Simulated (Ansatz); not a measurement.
# Work function of Au(100): what the settings cost and change, part 2 of 2

Aim: the work function of Au(100) against thickness and vacuum, with the cost.

Ansatz 0.2.0; plane-wave DFT, PBE, Ansatz PAW.

So far, work function, upper face (eV): step 2 (run, setting 1 layer) 6.00; step 4 (slab, 3 atoms) 5.17; step 5 (slab, 4 atoms) 5.09; step 6 (run, 5 atoms) 5.05; step 7 (run, 6 atoms) 5.06.

## (8) Run, 8 atoms

System of this step: Au(100). The cell holds 8 atoms: 8 Au. Cell: a = 2.885 Å, b = 2.885 Å, c = 32.280 Å, α = 90.0°, β = 90.0°, γ = 90.0°. Vacuum lies along c.

The input, input.yaml:

```yaml
crystal:
  lattice:
    - [2.8849956672, 0.0, 0.0]
    - [0.0, 2.8849956672, 0.0]
    - [0.0, 0.0, 32.28]
  atoms:
    - { symbol: Au, position: [0.5, 0.5, 0.2788104089] }
    - { symbol: Au, position: [0.0, 0.0, 0.3420074349] }
    - { symbol: Au, position: [0.5, 0.5, 0.405204461] }
    - { symbol: Au, position: [0.0, 0.0, 0.468401487] }
    - { symbol: Au, position: [0.5, 0.5, 0.531598513] }
    - { symbol: Au, position: [0.0, 0.0, 0.594795539] }
    - { symbol: Au, position: [0.5, 0.5, 0.6579925651] }
    - { symbol: Au, position: [0.0, 0.0, 0.7211895911] }
kpoints:
  mp_grid: { grid: [14, 14, 1] }
hamiltonian:
  xc: pbe
scf:
  occupations: { method: fermi_dirac, width: 0.1 }
  convergence: { dr2_threshold: 1.0e-09 }
efield:
  axis: 3
  dipole_correction: true
  ramp_position: 0.97
  ramp_width: 0.06
output:
  write_potential: true
  write_density: true
  volumetric_format: npy
```

Started as:

```sh
$ ansatz run input.yaml --threads 2 --pin off --max-ram 3072MiB --backend cpu --events-out ev --progress --plain --runs-dir out
```

Numbers of over 12 decimals in the logs are rounded to 6 here.

The program printed:

```text
[...]
Crystal: 8 atoms, lattice volume = 268.673 Å³
Basis set: ecut = 420 eV, 5215 PW (Γ)
Bands: 92, of which v1, the nominal top of the filled ones, is band 76 counted from 1 (75 counted from 0)
Symmetry: 8 space group operations
k-points: 36 of 196
[...]
k-point 0: bands = [... 72 lower, 6.0576, 6.0576, 6.0774, 6.0837, 6.2608, 6.2608, 6.8093, 8.4941, ... 12 higher]
  k-point 1: bands = [... 72 lower, 5.9395, 6.0021, 6.0152, 6.1243, 6.1358, 6.2620, 7.2576, 8.7944, ... 12 higher]
  k-point 2: bands = [... 72 lower, 5.7873, 5.8896, 6.0111, 6.1901, 6.2145, 6.6449, 7.9836, 9.4898, ... 12 higher]
  k-point 35: bands = [... 72 lower, 9.4357, 9.4357, 10.5643, 10.5643, 11.9231, 11.9231, 12.8237, 12.8237, ... 12 higher]
[key lines of the parts left out:]
SCF converged after 9 iterations
Free energy (F): -105193.615520 eV
Fermi energy:    7.946669 eV
Dipole field:    D = -0.000000 V/Å  (p = -0.000001 e·Å, saw-weighted, corrected)
Work function:   Φ+ = 5.0746 eV   Φ− = 5.0746 eV
```

It took 1.9 min on 2 threads of Arm Neoverse N1, shared host; peak memory 1.1 GiB; 3.7 min of CPU time.

The work function is 5.075 eV, +0.015 eV from the run “6 layers”, at 1.8 times its CPU time.

## (9) Run, 10 atoms

System of this step: Au(100). The cell holds 10 atoms: 10 Au. Its edges and angles: a = 2.885 Å, b = 2.885 Å, c = 36.360 Å, α = 90.0°, β = 90.0°, γ = 90.0°. Vacuum lies along c.

input.yaml, the sections that differ from step 8:

```yaml
crystal:
  lattice:
    - [2.8849956672, 0.0, 0.0]
    - [0.0, 2.8849956672, 0.0]
    - [0.0, 0.0, 36.36]
  atoms:
    - { symbol: Au, position: [0.5, 0.5, 0.2475247525] }
    - { symbol: Au, position: [0.0, 0.0, 0.303630363] }
    - { symbol: Au, position: [0.5, 0.5, 0.3597359736] }
    - { symbol: Au, position: [0.0, 0.0, 0.4158415842] }
    - { symbol: Au, position: [0.5, 0.5, 0.4719471947] }
    - { symbol: Au, position: [0.0, 0.0, 0.5280528053] }
    - { symbol: Au, position: [0.5, 0.5, 0.5841584158] }
    - { symbol: Au, position: [0.0, 0.0, 0.6402640264] }
    - { symbol: Au, position: [0.5, 0.5, 0.696369637] }
    - { symbol: Au, position: [0.0, 0.0, 0.7524752475] }
# kpoints, hamiltonian, scf, efield, output: as in step 8
```

The program printed:

```text
[...]
Crystal: 10 atoms, lattice volume = 302.632 Å³
Basis set: ecut = 420 eV, 5877 PW (Γ)
Bands: 114, of which v1, the nominal top of the filled ones, is band 95 counted from 1 (94 counted from 0)
Symmetry: 8 space group operations
k-points: 36 of 196
[...]
k-point 1: bands = [... 91 lower, 7.4005, 7.4451, 7.4452, 7.4493, 7.6185, 7.6948, 8.0447, 9.2011, ... 15 higher]
  k-point 2: bands = [... 91 lower, 7.2879, 7.3847, 7.5184, 7.6393, 7.6397, 7.7797, 8.7686, 9.9687, ... 15 higher]
  k-point 35: bands = [... 91 lower, 10.7270, 11.5766, 11.5766, 12.6358, 12.6358, 13.7838, 13.7838, 14.2105, ... 15 higher]
[key lines of the parts left out:]
SCF converged after 9 iterations
Free energy (F): -131492.222353 eV
Fermi energy:    9.368739 eV
Dipole field:    D = 0.000000 V/Å  (p = 0.000000 e·Å, saw-weighted, corrected)
Work function:   Φ+ = 5.0935 eV   Φ− = 5.0935 eV
```

Run time: 3 min. Hardware: 2 threads; peak memory 1.5 GiB; 5.9 min of CPU time.

The work function is 5.093 eV, +0.019 eV from the run “8 layers”, at 1.6 times its CPU time.

## (10) Run, 13 atoms

System of this step: Au(100). The cell holds 13 atoms: 13 Au. Cell: a = 2.885 Å, b = 2.885 Å, c = 42.480 Å, α = 90.0°, β = 90.0°, γ = 90.0°. Vacuum lies along c.

input.yaml, the sections that differ from step 9:

```yaml
crystal:
  lattice:
    - [2.8849956672, 0.0, 0.0]
    - [0.0, 2.8849956672, 0.0]
    - [0.0, 0.0, 42.48]
  atoms:
    - { symbol: Au, position: [0.0, 0.0, 0.2118644068] }
    - { symbol: Au, position: [0.5, 0.5, 0.2598870056] }
    - { symbol: Au, position: [0.0, 0.0, 0.3079096045] }
    - { symbol: Au, position: [0.5, 0.5, 0.3559322034] }
    - { symbol: Au, position: [0.0, 0.0, 0.4039548023] }
    - { symbol: Au, position: [0.5, 0.5, 0.4519774011] }
    - { symbol: Au, position: [0.0, 0.0, 0.5] }
    - { symbol: Au, position: [0.5, 0.5, 0.5480225989] }
    - { symbol: Au, position: [0.0, 0.0, 0.5960451977] }
    - { symbol: Au, position: [0.5, 0.5, 0.6440677966] }
    - { symbol: Au, position: [0.0, 0.0, 0.6920903955] }
    - { symbol: Au, position: [0.5, 0.5, 0.7401129944] }
    - { symbol: Au, position: [0.0, 0.0, 0.7881355932] }
# kpoints, hamiltonian, scf, efield, output: as in step 9
```

The program printed:

```text
[...]
Crystal: 13 atoms, lattice volume = 353.570 Å³
Basis set: ecut = 420 eV, 6865 PW (Γ)
Bands: 149, of which v1, the nominal top of the filled ones, is band 124 counted from 1 (123 counted from 0)
Symmetry: 8 space group operations
k-points: 36 of 196
[...]
k-point 1: bands = [... 120 lower, 9.0560, 9.0830, 9.0863, 9.1628, 9.2931, 9.3348, 9.5202, 10.3595, ... 21 higher]
  k-point 2: bands = [... 120 lower, 9.0196, 9.1284, 9.2013, 9.2797, 9.2837, 9.4772, 10.2518, 11.1647, ... 21 higher]
  k-point 35: bands = [... 120 lower, 12.8387, 13.6107, 13.6107, 14.4726, 14.4726, 15.3787, 15.3787, 15.8172, ... 21 higher]
[key lines of the parts left out:]
SCF converged after 9 iterations
Free energy (F): -170940.143747 eV
Fermi energy:    11.027840 eV
Dipole field:    D = -0.000000 V/Å  (p = -0.000000 e·Å, saw-weighted, corrected)
Work function:   Φ+ = 5.0688 eV   Φ− = 5.0688 eV
```

The job ended after 5.1 min (2 threads; peak memory 2.1 GiB).

The work function is 5.069 eV, -0.025 eV from the run “10 layers”, at 1.7 times its CPU time.

## (11) Run, 7 atoms

System of this step: Au(100). The cell holds 7 atoms: 7 Au. Its edges and angles: a = 2.885 Å, b = 2.885 Å, c = 22.240 Å, α = 90.0°, β = 90.0°, γ = 90.0°. Vacuum lies along c.

input.yaml, the sections that differ from step 10:

```yaml
crystal:
  lattice:
    - [2.8849956672, 0.0, 0.0]
    - [0.0, 2.8849956672, 0.0]
    - [0.0, 0.0, 22.24]
  atoms:
    - { symbol: Au, position: [0.0, 0.0, 0.2248201439] }
    - { symbol: Au, position: [0.5, 0.5, 0.3165467626] }
    - { symbol: Au, position: [0.0, 0.0, 0.4082733813] }
    - { symbol: Au, position: [0.5, 0.5, 0.5] }
    - { symbol: Au, position: [0.0, 0.0, 0.5917266187] }
    - { symbol: Au, position: [0.5, 0.5, 0.6834532374] }
    - { symbol: Au, position: [0.0, 0.0, 0.7751798561] }
# kpoints, hamiltonian, scf, efield, output: as in step 10
```

The program printed:

```text
[...]
Crystal: 7 atoms, lattice volume = 185.108 Å³
Basis set: ecut = 420 eV, 3599 PW (Γ)
Bands: 80, of which v1, the nominal top of the filled ones, is band 67 counted from 1 (66 counted from 0)
Symmetry: 8 space group operations
k-points: 36 of 196
[...]
k-point 1: bands = [... 63 lower, 9.4583, 9.5025, 9.5268, 9.6016, 9.7721, 10.4398, 12.1465, 13.0825, ... 9 higher]
  k-point 2: bands = [... 63 lower, 9.3825, 9.4652, 9.6781, 9.7327, 9.7595, 11.1297, 12.8100, 13.9586, ... 9 higher]
  k-point 35: bands = [... 63 lower, 13.0505, 13.0505, 14.3758, 14.3758, 15.9395, 15.9395, 16.3716, 16.3740, ... 9 higher]
[key lines of the parts left out:]
SCF converged after 9 iterations
Free energy (F): -92044.316817 eV
Fermi energy:    11.460628 eV
Dipole field:    D = 0.000000 V/Å  (p = 0.000000 e·Å, saw-weighted, corrected)
Work function:   Φ+ = 5.0680 eV (in doubt: plateau slope 2.0e-2 eV/Å)   Φ− = 5.0689 eV (in doubt: plateau slope 1.3e-2 eV/Å)
```

It took 69 s on 2 threads; peak memory 0.77 GiB.

The work function is 5.068 eV. The program marks this work function as in doubt.

## (12) Slab, 7 atoms

The cell differs from the one that the last finished run ended in (c 22.240 → 26.240 Å).

input.yaml, the sections that differ from step 11:

```yaml
crystal:
  lattice:
    - [2.8849956672, 0.0, 0.0]
    - [0.0, 2.8849956672, 0.0]
    - [0.0, 0.0, 26.24]
  atoms:
    - { symbol: Au, position: [0.0, 0.0, 0.2667682927] }
    - { symbol: Au, position: [0.5, 0.5, 0.3445121951] }
    - { symbol: Au, position: [0.0, 0.0, 0.4222560976] }
    - { symbol: Au, position: [0.5, 0.5, 0.5] }
    - { symbol: Au, position: [0.0, 0.0, 0.5777439024] }
    - { symbol: Au, position: [0.5, 0.5, 0.6554878049] }
    - { symbol: Au, position: [0.0, 0.0, 0.7332317073] }
# kpoints, hamiltonian, scf, efield, output: as in step 11
```

The program printed:

```text
[...]
Crystal: 7 atoms, lattice volume = 218.401 Å³
Basis set: ecut = 420 eV, 4243 PW (Γ)
Bands: 80, of which v1, the nominal top of the filled ones, is band 67 counted from 1 (66 counted from 0)
Symmetry: 8 space group operations
k-points: 36 of 196
[...]
k-point 1: bands = [... 63 lower, 6.9381, 6.9822, 7.0064, 7.0812, 7.2518, 7.9190, 9.6297, 10.5564, ... 9 higher]
  k-point 2: bands = [... 63 lower, 6.8622, 6.9449, 7.1577, 7.2124, 7.2394, 8.6087, 10.2937, 11.4294, ... 9 higher]
  k-point 35: bands = [... 63 lower, 10.5302, 10.5302, 11.8555, 11.8555, 13.4192, 13.4192, 13.8513, 13.8536, ... 9 higher]
[key lines of the parts left out:]
SCF converged after 9 iterations
Free energy (F): -92044.316845 eV
Fermi energy:    8.940277 eV
Dipole field:    D = 0.000000 V/Å  (p = 0.000000 e·Å, saw-weighted, corrected)
Work function:   Φ+ = 5.0717 eV   Φ− = 5.0717 eV
```

Wall time 74 s (2 threads); peak memory 0.87 GiB.

The work function is 5.072 eV, +0.004 eV from the run “7 layers, 10 Å of vacuum”, at 1.1 times its CPU time.

## (13) Run, 7 atoms (run 2)

The cell differs from the one that the last finished run ended in (c 26.240 → 38.240 Å).

input.yaml, the sections that differ from step 12:

```yaml
crystal:
  lattice:
    - [2.8849956672, 0.0, 0.0]
    - [0.0, 2.8849956672, 0.0]
    - [0.0, 0.0, 38.24]
  atoms:
    - { symbol: Au, position: [0.0, 0.0, 0.339958159] }
    - { symbol: Au, position: [0.5, 0.5, 0.3933054393] }
    - { symbol: Au, position: [0.0, 0.0, 0.4466527197] }
    - { symbol: Au, position: [0.5, 0.5, 0.5] }
    - { symbol: Au, position: [0.0, 0.0, 0.5533472803] }
    - { symbol: Au, position: [0.5, 0.5, 0.6066945607] }
    - { symbol: Au, position: [0.0, 0.0, 0.660041841] }
# kpoints, hamiltonian, scf, efield, output: as in step 12
```

The program printed:

```text
[...]
Crystal: 7 atoms, lattice volume = 318.279 Å³
Basis set: ecut = 420 eV, 6203 PW (Γ)
Bands: 80, of which v1, the nominal top of the filled ones, is band 67 counted from 1 (66 counted from 0)
Symmetry: 8 space group operations
k-points: 36 of 196
[...]
k-point 0: bands = [... 63 lower, 2.5901, 2.6632, 2.6761, 2.8477, 2.8477, 3.0460, 4.9460, 5.7898, ... 9 higher]
  k-point 1: bands = [... 63 lower, 2.5411, 2.5851, 2.6094, 2.6842, 2.8547, 3.5220, 5.2328, 6.1593, ... 9 higher]
  k-point 2: bands = [... 63 lower, 2.4652, 2.5479, 2.7607, 2.8154, 2.8424, 4.2117, 5.8969, 7.0322, ... 9 higher]
  k-point 35: bands = [... 63 lower, 6.1332, 6.1332, 7.4584, 7.4584, 9.0222, 9.0222, 9.4543, 9.4566, ... 9 higher]
[key lines of the parts left out:]
SCF converged after 9 iterations
Free energy (F): -92044.316846 eV
Fermi energy:    4.543272 eV
Dipole field:    D = 0.000000 V/Å  (p = 0.000000 e·Å, saw-weighted, corrected)
Work function:   Φ+ = 5.0716 eV   Φ− = 5.0716 eV
```

Elapsed: 1.8 min, on 2 threads; peak memory 1.1 GiB; 3.5 min of CPU time.

The work function is 5.072 eV, -0.000 eV from the run “7 layers, 14 Å of vacuum”, at 1.4 times its CPU time.

## (14) The series together

Times are for 2 threads of Arm Neoverse N1, shared host. Results by setting:

| no. | setting | work function, upper face (eV) | time | memory (GiB) |
| --- | --- | --- | --- | --- |
| 1 | 1 layer | 6.004 | 8.3 s | 0.42 |
| 2 | 2 layers | 5.334 | 15 s | 0.42 |
| 3 | 3 layers | 5.168 | 25 s | 0.5 |
| 4 | 4 layers | 5.095 | 39 s | 0.59 |
| 5 | 5 layers | 5.047 | 46 s | 0.7 |
| 6 | 6 layers | 5.059 | 64 s | 0.83 |
| 7 | 8 layers | 5.075 | 1.9 min | 1.1 |
| 8 | 10 layers | 5.093 | 3 min | 1.5 |
| 9 | 13 layers | 5.069 | 5.1 min | 2.1 |
| 10 | 7 layers, 10 Å of vacuum | 5.068 | 69 s | 0.77 |
| 11 | 7 layers, 14 Å of vacuum | 5.072 | 74 s | 0.87 |
| 12 | 7 layers, 26 Å of vacuum | 5.072 | 1.8 min | 1.1 |

## (15) Varying the input

System of this step: Au(100) monolayer. The cell holds 1 atom: 1 Au. Cell: a = 2.885 Å, b = 2.885 Å, c = 18.000 Å, α = 90.0°, β = 90.0°, γ = 90.0°. Vacuum lies along c.

An input spoilt on purpose, to show how the run answers: it repeats the earlier run “1 layer” with efield.ramp_width from 0.06 to 0.9, and scf.max_iter set to 50; its output block differs too.

input.yaml, the sections that differ from step 13:

```yaml
crystal:
  lattice:
    - [2.8849956672, 0.0, 0.0]
    - [0.0, 2.8849956672, 0.0]
    - [0.0, 0.0, 18.0]
  atoms:
    - { symbol: Au, position: [0.5, 0.5, 0.5] }
scf:
  occupations: { method: fermi_dirac, width: 0.1 }
  convergence: { dr2_threshold: 1.0e-09 }
  max_iter: 50
efield:
  axis: 3
  dipole_correction: true
  ramp_position: 0.97
  ramp_width: 0.9
# kpoints, hamiltonian, output: as in step 13
```

The program printed:

```text
Engine: ansatz 0.2.0, aarch64-unknown-linux-gnu
Pseudopotentials: kind: paw
Pseudopotential: Au, paw, valence charge 19, recommended cutoff 420 eV (normal), Au.paw.azcp
Functional definition: PBE
  parameter kappa = 0.804
  parameter beta = 0.066725
  exchange = pbe_x(kappa = kappa, mu = beta*pi^2/3)
  correlation = pbe_c(beta = beta)
Crystal: 1 atoms, lattice volume = 149.818 Å³
Basis set: ecut = 420 eV, 2905 PW (Γ)
Bands: 14, of which v1, the nominal top of the filled ones, is band 10 counted from 1 (9 counted from 0)
Symmetry: 8 space group operations
k-points: 36 of 196
Non-local potential: Au, projectors of the file, l = 0: 3, l = 1: 2, l = 2: 2, l = 3: 1
PAW form: soft (Blöchl's): semilocal exchange-correlation on the pseudo side does not see the compensation charge
PAW one-centre angular grid: Au, 590 points (default); XC on 64 Gauss nodes
Initial density: superposition of atomic densities (neutral atoms: chi_scale 0, normalization atom), corrected by the library's trained network
Initial wavefunctions: pseudopotential atomic-orbital guess
Functional: x = pbe(κ = 0.804, μ = 0.219515), c = pbe(β = 0.066725)
Error: efield: ion 0 (Au) at fractional coordinate 0.5000 along the field axis lies inside the sawtooth ramp with 2 of the planes that the density is read on at each end, [0.9540, 0.8860] — the ramp must sit in vacuum (an ion there feels the fictitious reversed slope); set or move the ramp (efield.ramp_position / ramp_width) or move the geometry
```

Run time: 0.27 s. Hardware: 2 threads; peak memory 0.22 GiB.

The input was rejected at the start.

The program's message: “Error: efield: ion 0 (Au) at fractional coordinate 0.5000 along the field axis lies inside the sawtooth ramp with 2 of the planes that the density is read on at each end, [0.9540, 0.8860] — the ramp m …”

The fault put into the input: a ramp so wide that it reaches the atoms.

## (16) Results

* work function, 1 layer: 6.004 eV
* work function, 5 layers: 5.047 eV
* work function, 6 layers: 5.059 eV
* work function, 13 layers: 5.069 eV

In words: The thickest slab gives 5.07 eV, and the settings tried spread the value from 5.05 to 6.00 eV. At 18 Å of vacuum, the slabs from 4 layers on stay within 0.03 eV of the thickest. Going from 10 to 26 Å of vacuum moves it by 0.004 eV. The program marks the value as in doubt in “7 layers, 10 Å of vacuum”. A compiled measured value is 5.22 eV (arxiv:1702.08515, 2017), but the real face reconstructs and these slabs don't, so it is no test of the method. The ladder's slabs use the tabulated experimental lattice constant (two decimals; a low-temperature value for the alkali metals). In 1 run of the series (7 layers, 10 Å of vacuum) the program warns that electrons reach the sawtooth's ramp, which makes dipole and work function less sure.

[Logs are printed without paths, hosts, clocks, repeated set-up lines and the standing remarks that a program may print on its own settings, such as how far it seeks lower states.]

[Hosts, paths, dates, database ids (printed as entryN), source tags and the programs' standing remarks are cut or masked in the printed files.]

[Maps of the electrostatic potential energy from Ansatz leave out the sawtooth potential of an applied field or a dipole correction, so their vacuum need not be flat; planar profiles and work functions include it.]
